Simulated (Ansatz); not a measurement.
**A hypothetical structure for BaCrS3**

Starting from a made-up structure for BaCrS3, the aim is the relaxed cell, its shortest contacts and, where a second run follows, its electronic structure.

Main program and level: Ansatz 0.2.0; DFT, PBE, plane-wave PAW, default files, scalar-relativistic, ferromagnetic start, cell and ions relaxed at zero pressure, in the first sound run; inputs show where later runs differ.

**1. The starting structure**

The structure is cubic, space group Pm-3m (No. 221). Conventional cell: a = 4.780 Å, b = 4.780 Å, c = 4.780 Å, α = 90.00°, β = 90.00°, γ = 90.00°. Ba has 12 S at 3.38 Å nearest. Nearest to Cr lie 6 S at 2.39 Å. Nearest to S lie 2 Cr at 2.39 Å and 4 Ba at 3.38 Å. Farther neighbours and most contacts between anions are not listed.

Structure file:

```cif
data_structure
_symmetry_space_group_name_H-M 'P 1'
_symmetry_Int_Tables_number 1
_cell_length_a 4.7800
_cell_length_b 4.7800
_cell_length_c 4.7800
_cell_angle_alpha 90.000
_cell_angle_beta 90.000
_cell_angle_gamma 90.000
_cell_volume 109.22
loop_
_atom_site_label
_atom_site_type_symbol
_atom_site_fract_x
_atom_site_fract_y
_atom_site_fract_z
_atom_site_occupancy
Ba1 Ba 0.00000 0.00000 0.00000 1
Cr2 Cr 0.50000 0.50000 0.50000 1
S3 S 0.50000 0.50000 0.00000 1
S4 S 0.50000 0.00000 0.50000 1
S5 S 0.00000 0.50000 0.50000 1
```

**2. Relaxation of the guess**

The guessed cell has no reason to be at equilibrium. It is relaxed with the atoms, within the space group of the guess.

Contents of input.yaml:

```yaml
crystal:
  lattice:
    - [4.78, 0.0, 0.0]
    - [0.0, 4.78, 0.0]
    - [0.0, 0.0, 4.78]
  atoms:
    - { symbol: Ba, position: [0.0, 0.0, 0.0] }
    - { symbol: Cr, position: [0.5, 0.5, 0.5], spin: 3.0 }
    - { symbol: S, position: [0.5, 0.5, 0.0] }
    - { symbol: S, position: [0.5, 0.0, 0.5] }
    - { symbol: S, position: [0.0, 0.5, 0.5] }
magnetization:
  spin_polarized: true
kpoints:
  mp_grid: { grid: [6, 6, 6] }
scf:
  occupations: { method: fermi_dirac, width: 0.05 }
hamiltonian:
  xc: pbe
  pseudopotentials: { kind: paw }
relax:
  f_tol: 0.015
  max_steps: 70
  cell: {}
output:
  forces: true
  stress: true
```

Launch:

```
> ansatz run input.yaml --threads 4 --pin off --max-ram 8192MiB --backend cpu --events-out ev --progress --plain --runs-dir out
```

Numbers of over 12 decimals in the logs are rounded to 6 here.

Output:

```text
Engine: ansatz 0.2.0, aarch64-unknown-linux-gnu
Pseudopotentials: kind: paw
Pseudopotential: Ba, paw, valence charge 10, recommended cutoff 420 eV (normal), Ba.paw.azcp
Pseudopotential: Cr, paw, valence charge 14, recommended cutoff 420 eV (normal), Cr.paw.azcp
Pseudopotential: S, paw, valence charge 6, recommended cutoff 420 eV (normal), S.paw.azcp
Functional definition: PBE
  parameter kappa = 0.804
  parameter beta = 0.066725
  exchange = pbe_x(kappa = kappa, mu = beta*pi^2/3)
  correlation = pbe_c(beta = beta)
Crystal: 5 atoms, lattice volume = 109.215 Å³
Basis set: ecut = 420 eV, 2103 PW (Γ), exchange–correlation on 64×64×64 points (8 copies of the dense FFT grid, shifted against one another)
Bands: 28, of which v1, the nominal top of the filled ones, is band 21 counted from 1 (20 counted from 0)
Symmetry: 48 space group operations
Space group: Pm-3m (ITA 221), of the structure as read, at distance tolerance 4.8e-5 Å
Magnetic group: BNS 221.92 (UNI 1594), of the structure as read, at distance tolerance 4.8e-5 Å
k-points: 20 of 216
Non-local potential: Ba, projectors of the file, l = 0: 3, l = 1: 2, l = 2: 2, l = 3: 2
Non-local potential: Cr, projectors of the file, l = 0: 3, l = 1: 2, l = 2: 3, l = 3: 1
Non-local potential: S, projectors of the file, l = 0: 2, l = 1: 2, l = 2: 2
PAW form: soft (Blöchl's): semilocal exchange-correlation on the pseudo side does not see the compensation charge
PAW one-centre angular grid: Ba, 194 points (default); XC on 64 Gauss nodes
PAW one-centre angular grid: Cr, 590 points (default); XC on 64 Gauss nodes
PAW one-centre angular grid: S, 110 points (default); XC on 64 Gauss nodes
Initial density: superposition of atomic densities (chi_scale 0.1, normalization cell, long waves kept (reshape's long-wave potential 0.00 eV rms))
Starting moments: Σ|m| = 3 μB on 1 of 5 sites
Initial wavefunctions: pseudopotential atomic-orbital guess
Functional: x = pbe(κ = 0.804, μ = 0.219515), c = pbe(β = 0.066725)
SCF iter   1: F=—  HF=-12039.345137 eV  |F-HF|=—  |Δ(HF+E_count)|=         —  Δρ=4.69e-2 (↑4.69e-2 ↓2.88e-2)  dr2=9.07e0  dr2_m=1.68e-1  M=2.116 μB ∫|m|=2.721 μB  β_m=0.30  ethr=3.10e-3  ⟨swp⟩=9.6  Hψ=6144  notcnv=0
Mixer restart at iter 1: flushing history
preconditioner: auto → Kerker (q_TF=auto, 2.327 Å⁻¹)  [metal: Δε(μ)=0.005 eV  Ē_g=9.235 eV  σ=0.050 eV  W_gap=0.03  n_scr=26 (ndim 8)  ℏωp=20.1 eV  f_vac=0.000  D(μ)=6.00/eV (n_scr^D=56)]
spin=Collinear: Kerker preconditioning applied to the charge; magnetization (m = ρ↑ − ρ↓) channel mixes plain (no charge-response kernel on spin).
SCF iter   2: F=—  HF=-12039.286270 eV  |F-HF|=—  |Δ(HF+E_count)|=   5.89e-2  Δρ=1.78e-2 (↑1.78e-2 ↓1.50e-2)  dr2=2.30e0  dr2_m=5.69e-2  M=2.200 μB ∫|m|=2.796 μB  β_m=0.39  ethr=3.10e-3  ⟨swp⟩=3.0  Hψ=2607  notcnv=0  defer=62
SCF iter   3: F=—  HF=-12038.952770 eV  |F-HF|=—  |Δ(HF+E_count)|=   3.34e-1  Δρ=1.04e-2 (↑1.04e-2 ↓7.95e-3)  dr2=6.73e-1  dr2_m=2.91e-2  M=2.222 μB ∫|m|=2.870 μB  β_m=0.65  ethr=3.10e-3  ⟨swp⟩=3.0  Hψ=1834  notcnv=0  defer=68
SCF iter   4: F=—  HF=-12038.700022 eV  |F-HF|=—  |Δ(HF+E_count)|=   2.53e-1  Δρ=6.04e-3 (↑6.04e-3 ↓2.87e-3)  dr2=1.02e-1  dr2_m=3.83e-3  M=2.251 μB ∫|m|=2.975 μB  β_m=0.83  ethr=1.60e-3  ⟨swp⟩=3.5  Hψ=2155  notcnv=0  defer=70
SCF iter   5: F=—  HF=-12038.724394 eV  |F-HF|=—  |Δ(HF+E_count)|=         —  Δρ=2.22e-3 (↑2.22e-3 ↓8.88e-4)  dr2=8.00e-3  dr2_m=1.77e-3  M=2.267 μB ∫|m|=3.045 μB  β_m=0.83  ethr=2.43e-4  ⟨swp⟩=3.4  Hψ=2269  notcnv=0  defer=60
Mixer restart at iter 5: flushing history
SCF iter   6: F=—  HF=-12038.723707 eV  |F-HF|=—  |Δ(HF+E_count)|=   6.88e-4  Δρ=2.91e-3 (↑2.91e-3 ↓6.78e-4)  dr2=1.22e-2  dr2_m=1.59e-3  M=2.240 μB ∫|m|=3.002 μB  β_m=0.83  ethr=1.90e-5  ⟨swp⟩=2.1  Hψ=2150  notcnv=0  defer=60
SCF iter   7: F=—  HF=-12038.725333 eV  |F-HF|=—  |Δ(HF+E_count)|=   1.63e-3  Δρ=3.73e-4 (↑2.97e-4 ↓3.73e-4)  dr2=9.89e-4  dr2_m=8.13e-6  M=2.248 μB ∫|m|=3.028 μB  β_m=0.91  ethr=1.90e-5  ⟨swp⟩=2.0  Hψ=2081  notcnv=0  defer=60
SCF iter   8: F=—  HF=-12038.725741 eV  |F-HF|=—  |Δ(HF+E_count)|=   4.08e-4  Δρ=4.08e-4 (↑4.08e-4 ↓1.08e-4)  dr2=5.49e-4  dr2_m=2.85e-5  M=2.243 μB ∫|m|=3.023 μB  β_m=0.96  ethr=2.36e-6  ⟨swp⟩=2.2  Hψ=1806  notcnv=0  defer=60
SCF iter   9: F=—  HF=-12038.725637 eV  |F-HF|=—  |Δ(HF+E_count)|=   1.03e-4  Δρ=5.04e-4 (↑5.04e-4 ↓7.68e-5)  dr2=3.78e-4  dr2_m=5.15e-5  M=2.248 μB ∫|m|=3.034 μB  β_m=0.98  ethr=1.31e-6  ⟨swp⟩=2.3  Hψ=1888  notcnv=0  defer=60
SCF iter  10: F=—  HF=-12038.725668 eV  |F-HF|=—  |Δ(HF+E_count)|=   3.10e-5  Δρ=2.11e-4 (↑2.11e-4 ↓2.70e-5)  dr2=5.72e-5  dr2_m=1.17e-5  M=2.247 μB ∫|m|=3.032 μB  β_m=0.92  ethr=8.99e-7  ⟨swp⟩=1.8  Hψ=1273  notcnv=0  defer=60
SCF iter  11: F=—  HF=-12038.726340 eV  |F-HF|=—  |Δ(HF+E_count)|=   6.72e-4  Δρ=2.09e-5 (↑2.09e-5 ↓1.00e-5)  dr2=6.31e-7  dr2_m=1.12e-7  M=2.247 μB ∫|m|=3.030 μB  β_m=0.96  ethr=1.36e-7  ⟨swp⟩=2.1  Hψ=1644  notcnv=0  defer=60
SCF iter  12: F=—  HF=-12038.726340 eV  |F-HF|=—  |Δ(HF+E_count)|=   4.57e-8  Δρ=5.17e-6 (↑5.17e-6 ↓1.43e-6)  dr2=7.22e-8  dr2_m=4.49e-9  M=2.247 μB ∫|m|=3.029 μB  β_m=0.98  ethr=1.50e-9  ⟨swp⟩=2.0  Hψ=1922  notcnv=0  defer=60
SCF iter  13: F=—  HF=-12038.726340 eV  |F-HF|=—  |Δ(HF+E_count)|=   9.53e-9  Δρ=2.66e-6 (↑2.66e-6 ↓4.96e-7)  dr2=1.66e-8  dr2_m=1.29e-9  M=2.247 μB ∫|m|=3.029 μB  β_m=0.99  ethr=1.72e-10  ⟨swp⟩=2.0  Hψ=1445  notcnv=0  defer=60
SCF iter  14: F=-12038.726340 eV  HF=-12038.726340 eV  |F-HF|=6.11e-9  |Δ(HF+E_count)|=  3.64e-10  Δρ=1.60e-6 (↑1.60e-6 ↓4.33e-7)  dr2=6.49e-9  dr2_m=3.57e-10  M=2.247 μB ∫|m|=3.029 μB  ethr=3.96e-11  ⟨swp⟩=2.4  Hψ=3359  notcnv=0
SCF 1 converged in 14 iterations: F = -12038.726340 eV  dr2 = 6.49e-9
  greatest PAW one-centre occupation: 1.000 electrons in one spin orbital (limit 2), on the Cr atom at site 1 (counted from 0), in its partial waves of l = 0
relax step   1: F+E_penalty+E_count = -12038.72633974 eV  Δ(F+E_penalty+E_count) = +0.000e0 eV  max|allowed force component| = 8.443e-29 eV/Å  Δτ_max = 0.0000 Å  P = -1.092 GPa  Ω = 109.215 Å³  (14 SCF iters, dr2 threshold 1.00e-7 eV, accepted)
Crystal: 5 atoms, lattice volume = 107.716 Å³
Initial density: handed on by an earlier stage of this run
Starting moments: Σ|m| = 3 μB on 1 of 5 sites; this step starts from the density that it was given
Initial wavefunctions: those handed on with the density
iter 1 solved again at ethr=8.42e-6 eV; its pass at ethr=3.10e-3 eV (dr2=3.54e-3 eV) is discarded
SCF iter   1: F=—  HF=-12038.733167 eV  |F-HF|=—  |Δ(HF+E_count)|=         —  Δρ=2.34e-3 (↑2.34e-3 ↓8.98e-4)  dr2=3.56e-3  dr2_m=2.55e-3  M=2.234 μB ∫|m|=2.960 μB  β_m=0.65  ethr=8.42e-6  ⟨swp⟩=2.2  Hψ=6192  notcnv=0
preconditioner: auto → Kerker (q_TF=auto, 2.016 Å⁻¹)  [metal: Δε(μ)=0.013 eV  Ē_g=9.075 eV  σ=0.050 eV  W_gap=0.07  n_scr=18 (ndim 8)  ℏωp=20.2 eV  f_vac=0.000  D(μ)=5.52/eV (n_scr^D=56)]
spin=Collinear: Kerker preconditioning applied to the charge; magnetization (m = ρ↑ − ρ↓) channel mixes plain (no charge-response kernel on spin).
SCF iter   2: F=—  HF=-12038.732112 eV  |F-HF|=—  |Δ(HF+E_count)|=   1.06e-3  Δρ=3.61e-4 (↑3.61e-4 ↓3.61e-4)  dr2=3.48e-4  dr2_m=1.46e-5  M=2.239 μB ∫|m|=2.973 μB  β_m=0.46  ethr=8.42e-6  ⟨swp⟩=2.0  Hψ=2119  notcnv=0
SCF iter   3: F=—  HF=-12038.732263 eV  |F-HF|=—  |Δ(HF+E_count)|=   1.51e-4  Δρ=2.21e-4 (↑1.69e-4 ↓2.21e-4)  dr2=1.07e-4  dr2_m=2.27e-5  M=2.239 μB ∫|m|=2.970 μB  β_m=0.63  ethr=8.29e-7  ⟨swp⟩=2.0  Hψ=1976  notcnv=0
SCF iter   4: F=—  HF=-12038.732473 eV  |F-HF|=—  |Δ(HF+E_count)|=   2.10e-4  Δρ=1.46e-4 (↑1.46e-4 ↓9.81e-5)  dr2=6.24e-5  dr2_m=1.08e-6  M=2.241 μB ∫|m|=2.972 μB  β_m=0.82  ethr=2.54e-7  ⟨swp⟩=2.2  Hψ=1797  notcnv=0
SCF iter   5: F=—  HF=-12038.732654 eV  |F-HF|=—  |Δ(HF+E_count)|=   1.81e-4  Δρ=3.73e-5 (↑3.01e-5 ↓3.73e-5)  dr2=1.00e-5  dr2_m=8.18e-8  M=2.242 μB ∫|m|=2.972 μB  β_m=0.91  ethr=1.48e-7  ⟨swp⟩=2.0  Hψ=1971  notcnv=0
SCF iter   6: F=—  HF=-12038.732671 eV  |F-HF|=—  |Δ(HF+E_count)|=   1.67e-5  Δρ=2.93e-5 (↑2.93e-5 ↓1.82e-5)  dr2=3.88e-6  dr2_m=4.14e-8  M=2.242 μB ∫|m|=2.972 μB  β_m=0.94  ethr=2.39e-8  ⟨swp⟩=2.2  Hψ=1808  notcnv=0
SCF iter   7: F=—  HF=-12038.732674 eV  |F-HF|=—  |Δ(HF+E_count)|=   3.81e-6  Δρ=7.20e-6 (↑7.20e-6 ↓3.94e-6)  dr2=1.86e-7  dr2_m=3.70e-9  M=2.242 μB ∫|m|=2.971 μB  β_m=0.97  ethr=9.25e-9  ⟨swp⟩=2.0  Hψ=1931  notcnv=0
SCF iter   8: F=-12038.732674 eV  HF=-12038.732674 eV  |F-HF|=7.02e-8  |Δ(HF+E_count)|=   1.06e-7  Δρ=5.29e-6 (↑5.29e-6 ↓1.68e-6)  dr2=7.49e-8  dr2_m=3.52e-9  M=2.242 μB ∫|m|=2.971 μB  ethr=4.42e-10  ⟨swp⟩=3.1  Hψ=4004  notcnv=0
SCF 2 converged in 8 iterations: F = -12038.732674 eV  dr2 = 7.49e-8
relax step   2: F+E_penalty+E_count = -12038.73267441 eV  Δ(F+E_penalty+E_count) = -6.335e-3 eV  max|allowed force component| = 1.935e-29 eV/Å  Δτ_max = 0.0000 Å  P = -0.224 GPa  Ω = 107.716 Å³  energy of the carried Pulay correction = +1.252e-4 eV  (8 SCF iters, dr2 threshold 5.00e-7 eV, accepted)
Crystal: 5 atoms, lattice volume = 107.336 Å³
iter 1 solved again at ethr=5.51e-7 eV; its pass at ethr=3.10e-3 eV (dr2=2.31e-4 eV) is discarded
SCF iter   1: F=—  HF=-12038.732995 eV  |F-HF|=—  |Δ(HF+E_count)|=         —  Δρ=6.05e-4 (↑6.05e-4 ↓2.31e-4)  dr2=2.37e-4  dr2_m=1.69e-4  M=2.239 μB ∫|m|=2.954 μB  β_m=0.65  ethr=5.51e-7  ⟨swp⟩=2.6  Hψ=5947  notcnv=0
preconditioner: auto → Kerker (q_TF=auto, 2.016 Å⁻¹)  [metal: Δε(μ)=0.013 eV  Ē_g=9.082 eV  σ=0.050 eV  W_gap=0.06  n_scr=18 (ndim 8)  ℏωp=20.3 eV  f_vac=0.000  D(μ)=5.51/eV (n_scr^D=56)]
spin=Collinear: Kerker preconditioning applied to the charge; magnetization (m = ρ↑ − ρ↓) channel mixes plain (no charge-response kernel on spin).
SCF iter   2: F=—  HF=-12038.732926 eV  |F-HF|=—  |Δ(HF+E_count)|=   6.92e-5  Δρ=9.31e-5 (↑9.22e-5 ↓9.31e-5)  dr2=2.27e-5  dr2_m=1.09e-6  M=2.240 μB ∫|m|=2.957 μB  β_m=0.46  ethr=5.51e-7  ⟨swp⟩=2.0  Hψ=1935  notcnv=0
SCF iter   3: F=—  HF=-12038.732936 eV  |F-HF|=—  |Δ(HF+E_count)|=   1.04e-5  Δρ=5.66e-5 (↑4.15e-5 ↓5.66e-5)  dr2=6.80e-6  dr2_m=1.34e-6  M=2.240 μB ∫|m|=2.956 μB  β_m=0.64  ethr=5.40e-8  ⟨swp⟩=2.0  Hψ=1899  notcnv=0
SCF iter   4: F=—  HF=-12038.732952 eV  |F-HF|=—  |Δ(HF+E_count)|=   1.58e-5  Δρ=3.77e-5 (↑3.77e-5 ↓2.45e-5)  dr2=4.22e-6  dr2_m=7.79e-8  M=2.240 μB ∫|m|=2.957 μB  β_m=0.82  ethr=1.62e-8  ⟨swp⟩=2.1  Hψ=1886  notcnv=0
SCF iter   5: F=—  HF=-12038.732965 eV  |F-HF|=—  |Δ(HF+E_count)|=   1.26e-5  Δρ=9.91e-6 (↑7.67e-6 ↓9.91e-6)  dr2=5.69e-7  dr2_m=1.82e-8  M=2.241 μB ∫|m|=2.957 μB  β_m=0.91  ethr=1.01e-8  ⟨swp⟩=2.0  Hψ=1976  notcnv=0
SCF iter   6: F=—  HF=-12038.732966 eV  |F-HF|=—  |Δ(HF+E_count)|=   7.58e-7  Δρ=7.51e-6 (↑7.51e-6 ↓4.93e-6)  dr2=2.80e-7  dr2_m=2.24e-9  M=2.241 μB ∫|m|=2.957 μB  β_m=0.91  ethr=1.36e-9  ⟨swp⟩=2.0  Hψ=1844  notcnv=0
SCF iter   7: F=—  HF=-12038.732966 eV  |F-HF|=—  |Δ(HF+E_count)|=   2.19e-7  Δρ=1.79e-6 (↑1.79e-6 ↓1.19e-6)  dr2=1.29e-8  dr2_m=1.42e-10  M=2.241 μB ∫|m|=2.957 μB  β_m=0.96  ethr=6.67e-10  ⟨swp⟩=2.2  Hψ=1939  notcnv=0
SCF iter   8: F=-12038.732966 eV  HF=-12038.732966 eV  |F-HF|=4.27e-10  |Δ(HF+E_count)|=   4.43e-9  Δρ=5.02e-7 (↑5.02e-7 ↓1.58e-7)  dr2=5.93e-10  dr2_m=3.53e-11  M=2.241 μB ∫|m|=2.957 μB  ethr=3.06e-11  ⟨swp⟩=2.4  Hψ=3482  notcnv=0
SCF 3 converged in 8 iterations: F = -12038.732966 eV  dr2 = 5.93e-10
relax step   3: F+E_penalty+E_count = -12038.73296576 eV  Δ(F+E_penalty+E_count) = -2.913e-4 eV  max|allowed force component| = 1.018e-29 eV/Å  Δτ_max = 0.0000 Å  P = +0.007 GPa  Ω = 107.336 Å³  energy of the carried Pulay correction = +1.572e-4 eV  (8 SCF iters, dr2 threshold 1.26e-7 eV, accepted)
Initial wavefunctions: pseudopotential atomic-orbital guess (no wavefunctions were taken with the density)
iter 1 solved again at ethr=3.07e-7 eV; its pass at ethr=3.10e-3 eV (dr2=1.29e-4 eV) is discarded
SCF iter   1: F=—  HF=-12038.732833 eV  |F-HF|=—  |Δ(HF+E_count)|=         —  Δρ=5.98e-6 (↑3.57e-6 ↓5.98e-6)  dr2=1.04e-8  dr2_m=7.96e-9  M=2.241 μB ∫|m|=2.956 μB  β_m=0.65  ethr=3.07e-7  ⟨swp⟩=3.4  Hψ=8755  notcnv=0
eigensolver tolerance schedule: the retry pair's looser diagonalisation over-reported the residual by 12349.06 of it (diagonalisation noise at an unbounded share of the residual, at the tolerance the schedule requests for it); recorded, not acted on — ethr = c·dr2/N_el stays at c = 1.0e-1
preconditioner: auto → Kerker (q_TF=auto, 2.016 Å⁻¹)  [metal: Δε(μ)=0.013 eV  Ē_g=9.081 eV  σ=0.050 eV  W_gap=0.06  n_scr=18 (ndim 8)  ℏωp=20.3 eV  f_vac=0.000  D(μ)=5.51/eV (n_scr^D=56)]
spin=Collinear: Kerker preconditioning applied to the charge; magnetization (m = ρ↑ − ρ↓) channel mixes plain (no charge-response kernel on spin).
SCF iter   2: F=—  HF=-12038.732834 eV  |F-HF|=—  |Δ(HF+E_count)|=   7.34e-7  Δρ=2.37e-6 (↑1.81e-6 ↓2.37e-6)  dr2=2.40e-9  dr2_m=1.30e-9  M=2.241 μB ∫|m|=2.957 μB  β_m=0.62  ethr=2.49e-11  ⟨swp⟩=3.5  Hψ=2454  notcnv=0
SCF iter   3: F=—  HF=-12038.732834 eV  |F-HF|=—  |Δ(HF+E_count)|=   5.78e-9  Δρ=4.32e-7 (↑4.32e-7 ↓3.57e-7)  dr2=1.13e-10  dr2_m=8.07e-11  M=2.241 μB ∫|m|=2.957 μB  β_m=0.65  ethr=5.71e-12  ⟨swp⟩=2.1  Hψ=1966  notcnv=0
SCF iter   4: F=—  HF=-12038.732834 eV  |F-HF|=—  |Δ(HF+E_count)|=  7.24e-10  Δρ=3.92e-7 (↑3.92e-7 ↓6.56e-8)  dr2=3.23e-10  dr2_m=2.99e-11  M=2.241 μB ∫|m|=2.957 μB  β_m=0.82  ethr=1.00e-12  ⟨swp⟩=2.3  Hψ=1874  notcnv=0
SCF iter   5: F=—  HF=-12038.732834 eV  |F-HF|=—  |Δ(HF+E_count)|=  3.27e-10  Δρ=8.75e-8 (↑8.75e-8 ↓6.64e-8)  dr2=4.80e-11  dr2_m=1.04e-12  M=2.241 μB ∫|m|=2.957 μB  β_m=0.91  ethr=1.00e-12  ⟨swp⟩=2.1  Hψ=1950  notcnv=0
SCF iter   6: F=—  HF=-12038.732834 eV  |F-HF|=—  |Δ(HF+E_count)|=  2.00e-11  Δρ=5.77e-8 (↑5.77e-8 ↓2.31e-8)  dr2=4.99e-12  dr2_m=9.32e-13  M=2.241 μB ∫|m|=2.957 μB  β_m=0.94  ethr=1.00e-12  ⟨swp⟩=1.8  Hψ=1242  notcnv=0
SCF iter   7: F=—  HF=-12038.732834 eV  |F-HF|=—  |Δ(HF+E_count)|=  5.46e-12  Δρ=2.67e-8 (↑2.67e-8 ↓6.84e-9)  dr2=1.12e-12  dr2_m=1.67e-13  M=2.241 μB ∫|m|=2.957 μB  β_m=0.97  ethr=1.00e-12  ⟨swp⟩=1.0  Hψ=1120  notcnv=0
SCF iter   8: F=-12038.732834 eV  HF=-12038.732834 eV  |F-HF|=3.64e-12  |Δ(HF+E_count)|=    0.00e0  Δρ=4.68e-9 (↑4.68e-9 ↓3.27e-9)  dr2=7.78e-14  dr2_m=1.56e-15  M=2.241 μB ∫|m|=2.957 μB  ethr=1.00e-12  ⟨swp⟩=2.9  Hψ=3257  notcnv=0
SCF 4 converged in 8 iterations: F = -12038.732834 eV  dr2 = 7.78e-14
relax step   4: F+E_penalty+E_count = -12038.73283358 eV  Δ(F+E_penalty+E_count) = +1.322e-4 eV  max|allowed force component| = 1.196e-29 eV/Å  Δτ_max = 0.0000 Å  P = +0.005 GPa  Ω = 107.336 Å³  stress off target by 5.34e-3 GPa  SCF on the basis re-selected at this cell (its energy is not comparable with the rows above)  (8 SCF iters)
basis re-selected at this cell: Δ(F+E_penalty+E_count) = +1.322e-4 eV, ΔP = -0.002 GPa vs the last step (what re-selecting the basis moved, of the pressure what is left beyond the Pulay correction that the steps carried, after the strain that the cell walked since its last selection, with what the two solves' SCF thresholds leave and, on support functions, any second-order correction that the steps lacked; it is no m [...]
SCF converged after 8 iterations
Magnetization: 2.2407 μB (22.1203 up, 19.8797 down)
Absolute magnetization: 2.9562 μB (∫|ρ↑−ρ↓|, with the PAW one-centre terms)
Spin contamination: 0.3433 ħ² per cell (⟨S²⟩ above its minimum at these occupations)
Per-site moments (μB) at R_I (Å): [(0.011821, 1.386193), (2.311577, 0.980186), (-0.096864, 0.980186), (-0.096864, 0.980186), (-0.096864, 0.980186)]
Free energy (F): -12038.732834 eV
Harris-Foulkes:  -12038.732834 eV  (|F-HF|=3.64e-12)
Internal energy: -12038.687116 eV  (E = F + TS)
E sigma→0 (E₀):  -12038.709975 eV
Entropy (-TS):   -0.045717 eV (-9.143 meV/atom)
Fermi energy:    8.448717 eV
--- Per-component energies (eV) ---
  E_band       = -287.455230
  E_kinetic    = 831.014195
  E_local      = -2750.035675  (includes V_loc(G=0)·N_el)
  E_nonlocal   = 222.624722
  E_hartree    = 1138.031402
  E_xc         = -599.357580
  E_vxc        = -576.425901  (∫ρ·V_xc dr)
  E_paw        = -8222.638839  (= ΣΔE_a)
  E_vpaw       = -290.695774  (= ΣTr[D̂ρ^β])
  E_aug_tail   = 0.000385  (compensation charges beyond the density's cutoff)
  E_ewald      = -2658.325727
  E_smearing   = -0.045717  (= −TS)
  E_closure    = -0.000000  (closes the sum)
  Σ components = -12038.732834   (vs F -12038.732834, Δ=0.00e0)
--- Forces (eV/Å), atoms counted from 1 ---
  atom   1  Ba    -0.00000000    -0.00000000     0.00000000
  atom   2  Cr    -0.00000000     0.00000000     0.00000000
  atom   3  S     -0.00000000     0.00000000     0.00000000
  atom   4  S     -0.00000000     0.00000000    -0.00000000
  atom   5  S      0.00000000    -0.00000000     0.00000000
  max |Σ_I F_I| component: 1.47e-29 eV/Å
--- Stress (GPa, compression-positive) ---
        0.005337       0.000000       0.000000
        0.000000       0.005337       0.000000
        0.000000       0.000000       0.005337
  P = ⅓ Tr σ = 0.0053 GPa (0.053 kbar)
--- Relaxed structure (3 steps of the walk, 3 accepted, 1 SCFs on fresh bases) ---
  F+E_penalty+E_count = -12038.73283358 eV   max|allowed force component| = 1.196e-29 eV/Å   (the final SCF, on the basis selected at the relaxed cell)
  cell:  # Å, volume = 107.3356 Å³
    - [4.752418, 0, 0]
    - [0, 4.752418, 0]
    - [0, 0, 4.752418]
  atoms:
    - { symbol: Ba, position: [0, 0, 0] }
    - { symbol: Cr, position: [0.5, 0.5, 0.5] }
    - { symbol: S, position: [0.5, 0.5, 0] }
    - { symbol: S, position: [0.5, 0, 0.5] }
    - { symbol: S, position: [0, 0.5, 0.5] }
```

The job ended after 10 s (4 threads of Arm Neoverse V1, shared host; peak memory 0.5 GiB).

(Continued in part 2 of 2.)

[Logs are printed without paths, hosts, clocks, repeated set-up lines and the standing remarks that a program may print on its own settings, such as how far it seeks lower states.]

[Hosts, paths, dates, database ids (printed as entryN), source tags and the programs' standing remarks are cut or masked in the printed files.]
